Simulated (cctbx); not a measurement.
**A crystallographic session in cctbx: Ba3W2**

Library: cctbx 2025.11. The data are simulated by the first script.

## 1. Simulate the data

run.py:

```python
from cctbx import adptbx, crystal, miller, sgtbx, xray
from cctbx.array_family import flex
from iotbx.shelx import hklf
from scitbx import matrix
import scitbx.random

cs = crystal.symmetry(unit_cell=(10.273, 10.273, 19.576, 90, 90, 120), space_group_symbol='Hall: -R 3')  # R-3
atoms = [  # label, site, U (iso, or U11 U22 U33 U12 U13 U23 in A^2), occupancy
    ("W1", (0.9492, 0.2557, 0.0971), 0.0122, 1),
    ("Ba1", (0.3262, 0.4088, 0.0744), 0.0151, 1),
    ("Ba2", (1/3, 2/3, 0.8689), 0.0161, 1),
    ("Ba3", (0, 0, 0), 0.0170, 1),
]
xs = xray.structure(crystal_symmetry=cs)
for label, site, u, occ in atoms:
    u = adptbx.u_cif_as_u_star(cs.unit_cell(), u) if isinstance(u, tuple) else u
    xs.add_scatterer(xray.scatterer(label, site=site, u=u, occupancy=occ))
xs.set_inelastic_form_factors(0.71073, "sasaki")
xs.show_summary()
p1 = xs.expand_to_p1()
ms = miller.build_set(p1, anomalous_flag=True, d_min=0.84)
flex.set_random_seed(585305)
scitbx.random.set_random_seed(585305)
ms = ms.select(flex.random_double(ms.size()) < 0.95)
i = ms.structure_factors_from_scatterers(p1, algorithm="direct").f_calc().as_intensity_array().data()
i = i / flex.sqrt(1 + 0.1 * i / flex.max(i))  # extinction
i = i * 70000 / flex.max(i)
sig = flex.sqrt(i + flex.pow2(0.015 * i) + 4 ** 2)
noise = scitbx.random.variate(scitbx.random.normal_distribution())(i.size())
data = ms.array(data=i + sig * noise, sigmas=sig).set_observation_type_xray_intensity()
with open("data.hkl", "w") as f:
    data.export_as_shelx_hklf(f)
print("reflections written:", data.size(), " <I/sigma> = %.1f" % flex.mean(data.data() / data.sigmas()))
for h, a, b in list(data.sort("data"))[:12]:
    print("%4d%4d%4d %9.1f %7.1f" % (h + (a, b)))
```

```console
$ python run.py
```

```text
Number of scatterers: 4
At special positions: 2
Unit cell: (10.273, 10.273, 19.576, 90, 90, 120)
Space group: R -3 :H (No. 148)
reflections written: 12041  <I/sigma> = 10.9
   0   0  -6   70428.4  1082.8
   0   0   6   69679.4  1082.8
   1   1   6   58179.2   889.1
   2  -1  -6   58148.5   889.1
  -2   1   6   57685.3   889.1
  -1   2  -6   57496.9   889.1
  -1  -2   4   57303.8   881.7
   1  -2   6   56348.3   889.1
   1   2  -4   56262.8   881.7
   3  -1   4   56191.7   881.7
  -2   3   4   56090.2   881.7
  -3   1  -4   55656.3   881.7
```

Run time: 0.46 s on 1 thread of Arm Neoverse N1, with other jobs on the host, peak memory 0.07 GiB.

## 2. Symmetry

run.py:

```python
from cctbx import crystal, sgtbx, statistics
from cctbx.array_family import flex
from iotbx.shelx import hklf

p1 = crystal.symmetry(unit_cell=(10.273, 10.273, 19.576, 90, 90, 120), space_group_symbol="P 1")
raw = hklf.reader(file_name="data.hkl").as_miller_arrays(crystal_symmetry=p1, anomalous=True)[0]
print(raw.size(), "reflections to d = %.3f A" % raw.d_min())
isig = raw.data() / raw.sigmas()
print("centring   violations  <I/sigma> of those")
best = "P"
for c in "ABCIRF":
    a = raw.customized_copy(space_group_info=sgtbx.space_group_info("Hall: %s 1" % c)).sys_absent_flags().data()
    m = flex.mean(isig.select(a))
    print("%5s %10d of %5d %8.1f" % (c, (isig.select(a) > 4).count(True), a.count(True), m))
    if (isig.select(a) > 4).count(True) < 0.01 * a.count(True):
        best = c
raw = raw.select(~raw.customized_copy(space_group_info=sgtbx.space_group_info("Hall: %s 1" % best)).sys_absent_flags().data())
isig = raw.data() / raw.sigmas()
rows = []
for s in sgtbx.space_group_symbol_iterator():
    g = sgtbx.space_group(s)
    if g.conventional_centring_type_symbol() != best or not g.is_compatible_unit_cell(p1.unit_cell(), 1e-3, 0.02):
        continue
    rows.append((s, g))
print("Laue class    unique    Rint  (classes that these axes allow; Friedel mates merged)")
rint = {}
for s, g in rows:
    laue = g.build_derived_patterson_group()
    key = laue.type().hall_symbol()
    if key not in rint:
        m = raw.customized_copy(space_group_info=laue.info(), anomalous_flag=False).merge_equivalents()
        rint[key] = m.r_int()
        print("%-14s %6d %7.3f" % (laue.type().lookup_symbol(), m.array().size(), m.r_int()))
floor = min(rint.values())
good = [(s, g) for s, g in rows if rint[g.build_derived_patterson_group().type().hall_symbol()] < 2 * floor + 0.03]
top = max(g.build_derived_patterson_group().order_z() for s, g in good)
print("space group    extra absences  I>4sigma  <I/sigma>")
for s, g in good:
    laue = g.build_derived_patterson_group()
    if laue.order_z() != top:
        continue
    a = raw.customized_copy(space_group_info=g.info()).sys_absent_flags().data()
    a &= ~raw.customized_copy(space_group_info=laue.info()).sys_absent_flags().data()
    bad = (isig.select(a) > 4).count(True)
    if bad <= 0.03 * a.count(True):
        print("%-16s %8d %10d %9s  %s" % (s.universal_hermann_mauguin(), a.count(True), bad, "%.1f" % flex.mean(isig.select(a)) if a.count(True) else "-", "centric" if g.is_centric() else "acentric"))
laue = max(good, key=lambda t: t[1].build_derived_patterson_group().order_z())[1].build_derived_patterson_group()
f = raw.customized_copy(space_group_info=laue.info(), anomalous_flag=False).merge_equivalents().array().eliminate_sys_absent().f_sq_as_f()
f.set_observation_type_xray_amplitude()
bins = max(3, min(8, f.size() // 12))
f.setup_binner(n_bins=bins)
w = statistics.wilson_plot(f, {e: n / laue.order_z() for e, n in {'W': 18.0, 'Ba': 27.0}.items()}, e_statistics=True)
print("Wilson B = %.2f A^2   <|E^2-1|> = %.3f (0.968 centric, 0.736 acentric)   E^2>4: %.1f %%" % (w.wilson_b, w.mean_e_sq_minus_1, w.percent_e_sq_gt_2))
print("shell (A)         n   <I/sigma>")
m = raw.customized_copy(space_group_info=laue.info(), anomalous_flag=False).merge_equivalents().array().eliminate_sys_absent()
for b in m.setup_binner(n_bins=bins).range_used():
    sel = m.binner().selection(b)
    print("%5.2f - %4.2f %6d %8.1f" % (min(m.binner().bin_d_range(b)[0] if m.binner().bin_d_range(b)[0] > 0 else 99, 99), m.binner().bin_d_range(b)[1], sel.count(True), flex.mean((m.data() / m.sigmas()).select(sel))))
```

```console
$ python run.py
```

```text
12041 reflections to d = 0.840 A
centring   violations  <I/sigma> of those
    A       1897 of  6043     11.1
    B       1901 of  6050     11.1
    C       1880 of  6031     10.8
    I       1900 of  6037     11.1
    R          0 of  8046      0.0
    F       2839 of  9062     11.0
Laue class    unique    Rint  (classes that these axes allow; Friedel mates merged)
R -3 :H           708   0.015
R -3 m :H         422   0.542
space group    extra absences  I>4sigma  <I/sigma>
R 3 :H                  0          0         -  acentric
R -3 :H                 0          0         -  centric
Wilson B = 1.25 A^2   <|E^2-1|> = 0.953 (0.968 centric, 0.736 acentric)   E^2>4: 4.9 %
shell (A)         n   <I/sigma>
 8.10 - 1.68     85     87.2
 1.68 - 1.33     98     82.5
 1.33 - 1.16     84     71.3
 1.16 - 1.06     91     79.2
 1.06 - 0.98     83     69.6
 0.98 - 0.92     93     67.8
 0.92 - 0.88     83     60.5
 0.88 - 0.84     91     56.5
```

Time: 0.4 s.

## 3. Charge flipping

run.py:

```python
import itertools
from cctbx import crystal, maptbx
from cctbx.array_family import flex
from iotbx.shelx import hklf
from smtbx.ab_initio import charge_flipping as cf

cs = crystal.symmetry(unit_cell=(10.273, 10.273, 19.576, 90, 90, 120), space_group_symbol='Hall: -R 3')  # R-3
raw = hklf.reader(file_name="data.hkl").as_miller_arrays(crystal_symmetry=cs, anomalous=True)[0]
merged = raw.eliminate_sys_absent().merge_equivalents()
fo2 = merged.array().set_observation_type_xray_intensity()
f = fo2.average_bijvoet_mates().f_sq_as_f().resolution_filter(d_min=0.9)
p1 = f.expand_to_p1()
p1.setup_binner_counting_sorted(reflections_per_bin=max(40, p1.size() // 12))
work = p1.array(data=p1.data() / p1.amplitude_quasi_normalisations().data())
flex.set_random_seed(28849)
it = cf.weak_reflection_improved_iterator(delta=None, weak_reflection_fraction=0.1)
it.start(work, phases=flex.random_double(p1.size()) * 6.2832, f_000=0)
it.delta = 1.1 * it.rho_map.sigma()
print("cycle      R  skewness")
for n, st in enumerate(itertools.islice(it, 100)):
    if n % 8 == 0:
        print("%5d %6.3f %8.2f" % (n, st.r1_factor(), st.rho_map.skewness()))
rho = p1.phase_transfer(it.f_calc).fft_map().apply_volume_scaling()
polish = cf.low_density_elimination_iterator(constant_rho_c=rho.sigma())
polish.start(f_obs=p1, phases=it.f_calc, f_000=0)
for _ in range(8):
    next(polish)
print("origin shift          correlation  skewness")
maps = []
for fc, shift, cc in itertools.islice(cf.f_calc_symmetrisations(f, polish.f_calc, 0), 4):
    m = f.phase_transfer(fc).fft_map(symmetry_flags=maptbx.use_space_group_symmetry, resolution_factor=0.25).apply_sigma_scaling()
    maps.append((m.skewness(), cc, m))
    print("%6.3f %6.3f %6.3f %10.3f %9.2f" % (tuple(shift) + (cc, m.skewness())))
skew, cc, m = max((t for t in maps if t[1] > maps[0][1] - 0.04), key=lambda t: t[0])
print("taken: symmetry correlation %.3f, skewness %.2f" % (cc, skew))
peaks = m.peak_search(parameters=maptbx.peak_search_parameters(min_distance_sym_equiv=0.9, max_clusters=9)).all()
sps = cs.special_position_settings(min_distance_sym_equiv=0.5)
print("peak      x       y       z  mult  height/sigma")
for k, (x, h) in enumerate(zip(peaks.sites(), peaks.heights())):
    ss = sps.site_symmetry(x)
    print("Q%-3d %7.4f %7.4f %7.4f %4d %8.1f" % ((k + 1,) + tuple(t % 1 for t in ss.exact_site()) + (ss.multiplicity(), h)))
```

```console
$ python run.py
```

```text
cycle      R  skewness
    0  0.608     0.21
    8  0.520     1.72
   16  0.474     3.33
   24  0.412     3.86
   32  0.422     3.76
   40  0.408     3.72
   48  0.407     3.59
   56  0.414     3.65
   64  0.404     3.60
   72  0.407     3.73
   80  0.418     3.72
   88  0.411     3.64
   96  0.411     3.72
origin shift          correlation  skewness
 0.089  0.807  0.003      0.788      0.97
 0.004  0.648  0.087      0.791      0.76
 0.047  0.478  0.457      0.793      0.75
 0.081  0.798  0.256      0.785      0.73
taken: symmetry correlation 0.788, skewness 0.97
peak      x       y       z  mult  height/sigma
Q1    0.0357  0.6305  0.2056   18      6.6
Q2    0.0000  0.0000  0.0657    6      6.4
Q3    0.0341  0.6186  0.9309   18      5.9
Q4    0.0000  0.0000  0.1888    6      5.6
Q5    0.0000  0.0000  0.3589    6      4.1
Q6    0.9957  0.3879  0.7095   18      3.7
Q7    0.0360  0.5559  0.5517   18      3.5
Q8    0.9993  0.3127  0.9486   18      3.5
Q9    0.0105  0.7790  0.0240   18      3.3
```

Time: 0.67 s.

## 4. Refinement (model from the peaks)

run.py:

```python
import math
from cctbx import adptbx, crystal, maptbx, sgtbx, xray
from cctbx.array_family import flex
from cctbx.xray import observations
from iotbx.shelx import hklf
from scitbx.lstbx import normal_eqns_solving
from smtbx import absolute_structure, utils
from smtbx.refinement import constraints, least_squares

cs = crystal.symmetry(unit_cell=(10.273, 10.273, 19.576, 90, 90, 120), space_group_symbol='Hall: -R 3')  # R-3
atoms = [  # label, site, U (iso, or U11 U22 U33 U12 U13 U23 in A^2), occupancy
    ("Ba1", (0.0357, 0.6305, 0.2056), 0.0200, 1),
    ("Ba2", (0, 0, 0.0657), 0.0200, 1),
    ("W1", (0.0341, 0.6186, 0.9309), 0.0200, 1),
]
xs = xray.structure(crystal_symmetry=cs)
for label, site, u, occ in atoms:
    u = adptbx.u_cif_as_u_star(cs.unit_cell(), u) if isinstance(u, tuple) else u
    xs.add_scatterer(xray.scatterer(label, site=site, u=u, occupancy=occ))
xs.set_inelastic_form_factors(0.71073, "sasaki")
raw = hklf.reader(file_name="data.hkl").as_miller_arrays(crystal_symmetry=cs, anomalous=True)[0]
merged = raw.eliminate_sys_absent().merge_equivalents()
fo2 = merged.array().set_observation_type_xray_intensity()
print("Rint %.3f, %d unique reflections to %.2f A" % (merged.r_int(), fo2.size(), fo2.d_min()))
for sc in xs.scatterers():
    sc.flags.set_grad_site(True)
    sc.flags.set_grad_u_aniso(sc.flags.use_u_aniso())
    sc.flags.set_grad_u_iso(sc.flags.use_u_iso())
obs = fo2.as_xray_observations()
extra = {}
rep = constraints.reparametrisation(xs, [], utils.connectivity_table(xs), **extra)
ls = least_squares.crystallographic_ls(obs, rep, weighting_scheme=least_squares.mainstream_shelx_weighting(a=0, b=0))
print("cycle     R1     wR2    GooF  max shift (A)")
for cycle in range(6):
    ls.build_up()
    r1, wr2, goof = ls.r1_factor(cutoff_factor=2)[0], ls.wR2(), ls.goof()
    old = xs.sites_cart()
    normal_eqns_solving.levenberg_marquardt_iterations(ls, n_max_iterations=3, tau=0.0001, step_threshold=1e-7)
    big = flex.max((xs.sites_cart() - old).norms())
    print("%4d %7.4f %7.4f %7.3f %9.5f" % (cycle + 1, r1, wr2, goof, big))
    ls.build_up(objective_only=True)
    if abs(ls.wR2() - wr2) < 5e-5 and big < 5e-4:
        break
ls.build_up()
print("final R1 %.4f wR2 %.4f GooF %.3f  parameters %d  data/parameter %.1f" % (ls.r1_factor(cutoff_factor=2)[0], ls.wR2(), ls.goof(), ls.n_parameters, fo2.size() / ls.n_parameters))
cov = ls.covariance_matrix_and_annotations()
su = dict(zip(cov.annotations, (math.sqrt(max(v, 0)) for v in cov.matrix.matrix_packed_u_diagonal())))
a2 = cs.unit_cell().reciprocal_parameters()[0] ** -2
print("atom        x        y        z      Ueq    occ   su(xyz)  su(Uiso or U11)")
for sc in xs.scatterers():
    s = max(su.get(sc.label + k, 0) for k in (".x", ".y", ".z"))
    npd = "" if sc.is_positive_definite_u(cs.unit_cell()) else "  NPD"
    print("%-5s %8.5f %8.5f %8.5f %8.4f %6.3f %8.5f %7.4f%s" % ((sc.label,) + sc.site + (sc.u_iso_or_equiv(cs.unit_cell()), sc.occupancy, s, su.get(sc.label + ".uiso", su.get(sc.label + ".u11", 0) * a2), npd)))
fo = fo2.f_sq_as_f()
fc = fo.structure_factors_from_scatterers(xs, algorithm="direct").f_calc()
diff = fo.f_obs_minus_f_calc(1 / math.sqrt(ls.scale_factor()), fc).average_bijvoet_mates()
m = diff.fft_map(symmetry_flags=maptbx.use_space_group_symmetry, resolution_factor=0.25).apply_volume_scaling()
print("difference map: max %.2f min %.2f rms %.2f" % (m.statistics().max(), m.statistics().min(), m.statistics().sigma()))
peaks = m.peak_search(parameters=maptbx.peak_search_parameters(min_distance_sym_equiv=0.6, max_clusters=6)).all()
near = xs.closest_distances(peaks.sites(), distance_cutoff=4)
sps = cs.special_position_settings(min_distance_sym_equiv=0.5)
for k, (x, h) in enumerate(zip(peaks.sites(), peaks.heights())):
    ss = sps.site_symmetry(x)
    print("Q%-3d %7.4f %7.4f %7.4f %4d %7.2f  %.2f A from %s" % ((k + 1,) + tuple(t % 1 for t in ss.exact_site()) + (ss.multiplicity(), h, near.smallest_distances[k], xs.scatterers()[near.i_seqs[k]].label)))
```

```console
$ python run.py
```

```text
Rint 0.015, 708 unique reflections to 0.84 A
cycle     R1     wR2    GooF  max shift (A)
   1  0.8430  0.9747  81.273   0.18115
   2  0.8064  0.9637  80.358   0.02520
   3  0.7983  0.9609  80.121   0.00640
   4  0.8058  0.9637  80.358   0.01184
   5  0.7985  0.9609  80.124   0.00555
   6  0.8058  0.9638  80.359   0.01321
final R1 0.7988 wR2 0.9609 GooF 80.124  parameters 10  data/parameter 70.8
atom        x        y        z      Ueq    occ   su(xyz)  su(Uiso or U11)
Ba1    0.04139  0.62454  0.21405   0.0001  1.000  0.00635  0.0128
Ba2    0.00000  0.00000  0.05605   0.0074  1.000  0.00487  0.0187
W1     0.02770  0.61470  0.92914   0.0001  1.000  0.00322  0.0096
difference map: max 729.45 min -392.98 rms 56.27
Q1    0.0226  0.6145  0.9309   18  753.54  0.06 A from W1
Q2    0.0381  0.7460  0.5475   18  440.16  0.04 A from Ba1
Q3    0.0000  0.0000  0.5000    3  427.92  2.96 A from Ba1
Q4    0.0000  0.0000  0.0552    6  350.06  0.02 A from Ba2
Q5    0.0000  0.0000  0.3651    6  333.11  3.29 A from Ba1
Q6    0.0000  0.0000  0.1578    6  317.88  1.99 A from Ba2
```

Time: 0.77 s.

Figures of merit this high mean that the model is still wrong or incomplete.

## 5. Charge flipping

run.py, as its changes from the last script of this kind:

```diff
@@ -13,3 +13,2 @@
-p1.setup_binner_counting_sorted(reflections_per_bin=max(40, p1.size() // 12))
-work = p1.array(data=p1.data() / p1.amplitude_quasi_normalisations().data())
-flex.set_random_seed(28849)
+work = p1
+flex.set_random_seed(28850)
@@ -20,2 +19,2 @@
-for n, st in enumerate(itertools.islice(it, 100)):
-    if n % 8 == 0:
+for n, st in enumerate(itertools.islice(it, 200)):
+    if n % 16 == 0:
```

```console
$ python run.py
```

```text
cycle      R  skewness
    0  0.600     0.31
   16  0.406     4.26
   32  0.328     4.37
   48  0.262     4.25
   64  0.274     4.23
   80  0.266     4.23
   96  0.264     4.19
  112  0.275     4.28
  128  0.264     4.19
  144  0.260     4.18
  160  0.260     4.10
  176  0.252     4.10
  192  0.266     4.20
origin shift          correlation  skewness
 0.067  0.535  0.458      0.769      0.51
 0.071  0.538  0.208      0.773      0.62
 0.117  0.564  0.125      0.773      0.79
 0.087  0.328  0.165      0.771      0.46
taken: symmetry correlation 0.773, skewness 0.79
peak      x       y       z  mult  height/sigma
Q1    0.0105  0.7379  0.0614   18      6.0
Q2    0.0000  0.0000  0.1453    6      5.7
Q3    0.0190  0.6044  0.2329   18      5.4
Q4    0.9873  0.2738  0.2526   18      4.3
Q5    0.0000  0.0000  0.3466    6      4.0
Q6    0.0156  0.5044  0.0724   18      3.6
Q7    0.0193  0.2337  0.7560   18      3.2
Q8    0.9935  0.2818  0.8792   18      3.0
Q9    0.0573  0.8854  0.4008   18      3.0
```

Time: 0.81 s.

## 6. Refinement (model from the peaks)

run.py, as its changes from the last script of this kind:

```diff
@@ -12,3 +12,3 @@
-    ("Ba1", (0.0357, 0.6305, 0.2056), 0.0200, 1),
-    ("Ba2", (0, 0, 0.0657), 0.0200, 1),
-    ("W1", (0.0341, 0.6186, 0.9309), 0.0200, 1),
+    ("Ba1", (0.0105, 0.7379, 0.0614), 0.0200, 1),
+    ("Ba2", (0, 0, 0.1453), 0.0200, 1),
+    ("W1", (0.019, 0.6044, 0.2329), 0.0200, 1),
```

```console
$ python run.py
```

```text
Rint 0.015, 708 unique reflections to 0.84 A
cycle     R1     wR2    GooF  max shift (A)
   1  0.9005  0.9919  82.707   0.29098
   2  0.8458  0.9777  81.518   0.11552
   3  0.8399  0.9750  81.295   0.08100
   4  0.8392  0.9742  81.229   0.05130
   5  0.8387  0.9737  81.192   0.03044
   6  0.8387  0.9736  81.177   0.02040
final R1 0.8387 wR2 0.9735 GooF 81.169  parameters 10  data/parameter 70.8
atom        x        y        z      Ueq    occ   su(xyz)  su(Uiso or U11)
Ba1    0.03479  0.73072  0.04390   0.0001  1.000  0.00830  0.0170
Ba2    0.00000  0.00000  0.13608   0.0001  1.000  0.00648  0.0248
W1     0.02211  0.61527  0.24523   0.0001  1.000  0.00579  0.0131
difference map: max 926.93 min -438.20 rms 75.98
Q1    0.0000  0.0000  0.1376    6  933.57  0.03 A from Ba2
Q2    0.0199  0.6103  0.2467   18  904.27  0.05 A from W1
Q3    0.0386  0.6359  0.7122   18  539.57  0.09 A from Ba1
Q4    0.0000  0.0000  0.3662    6  334.65  3.16 A from W1
Q5    0.0000  0.0000  0.4711    6  321.92  3.12 A from W1
Q6    0.0056  0.7407  0.7267   18  292.95  1.30 A from Ba1
```

It took 0.76 s on 1 thread of Arm Neoverse N1, with other jobs on the host, peak memory 0.09 GiB.

Figures of merit this high mean that the model is still wrong or incomplete.

[Logs are printed without paths, hosts, clocks, repeated set-up lines and the standing remarks that a program may print on its own settings, such as how far it seeks lower states.]
